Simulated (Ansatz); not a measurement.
## SiGe2 (model cell, started as antifluorite): relaxing the cell for a phonon run: bringing the structure to rest

Ansatz 0.2.0; DFT PBEsol, scalar-relativistic, plane waves, PAW.

The structure was built from a prototype and need not be the compound's stable phase.

Symmetry: Fm-3m, No. 225, cubic system. Conventional cell: a = 6.319 Å, b = 6.319 Å, c = 6.319 Å, α = 90.00°, β = 90.00°, γ = 90.00°. Nearest to Si lie 8 Ge at 2.74 Å. Nearest to Ge lie 4 Si at 2.74 Å. Farther neighbours are not listed.

Step by step:

```csv
step,energy less that of the first step (eV),largest force component (eV/Å),pressure (GPa),volume (Å³)
1,0.0000,0.0000,-5.18,63.06
2,-0.0970,0.0000,1.33,56.24
3,-0.1013,0.0000,-0.18,57.51
4,-0.1014,0.0000,0.00,57.35
5*,-0.1005,0.0000,0.00,57.35
```

Relaxation steps marked * repeat the geometry before them on a plane-wave basis chosen anew for their cell, so energy and pressure can jump there.

The run keeps the 48 symmetry operations that it works with, so distortions that break them were not tested.

```csv
"conventional cell, symmetrised",before,after,change
a (Å),6.319,6.122,-3.1 %
b (Å),6.319,6.122,-3.1 %
c (Å),6.319,6.122,-3.1 %
volume (Å³/atom),21.02,19.12,-9.1 %
```

Final coordinates:

```xyz
3
Lattice="0.0000 3.0608 3.0608 3.0608 0.0000 3.0608 3.0608 3.0608 0.0000" Properties=species:S:1:pos:R:3 pbc="T T T"
Si    0.0000    0.0000    0.0000
Ge    1.5304    1.5304    1.5304
Ge    4.5912    4.5912    4.5912
```

This step gave:

```
pressure        : -0.002330 GPa
volume per atom : 19.12 Å³
```

**Question.** Which input gives these results?

The system, level and task follow from the heading and the kind of results. Meshes, cutoffs and thresholds can't be read from the results; these are the ones that the run used.

input.yaml reads:

```yaml
crystal:
  lattice:
    - [0.0, 3.15926, 3.15926]
    - [3.15926, 0.0, 3.15926]
    - [3.15926, 3.15926, 0.0]
  atoms:
    - { symbol: Si, position: [0.0, 0.0, 0.0] }
    - { symbol: Ge, position: [0.25, 0.25, 0.25] }
    - { symbol: Ge, position: [0.75, 0.75, 0.75] }
kpoints:
  mp_grid: { grid: [10, 10, 10] }
hamiltonian:
  xc: pbesol
scf:
  occupations: { method: gaussian, width: 0.1 }
output:
  forces: true
  stress: true
  eigenvalues: true
relax:
  adjacent_minimum: "off"
  f_tol: 0.005
  max_steps: 80
  cell: { stress_tol: 0.05 }
```

Launch:

```
> ansatz run input.yaml --threads 4 --pin off --max-ram 7168MiB --backend cpu --events-out ev --progress --plain --runs-dir out
```

[Logs are printed without paths, hosts, clocks, repeated set-up lines and the standing remarks that a program may print on its own settings, such as how far it seeks lower states.]

[Hosts, paths, dates, database ids (printed as entryN), source tags and the programs' standing remarks are cut or masked in the printed files.]
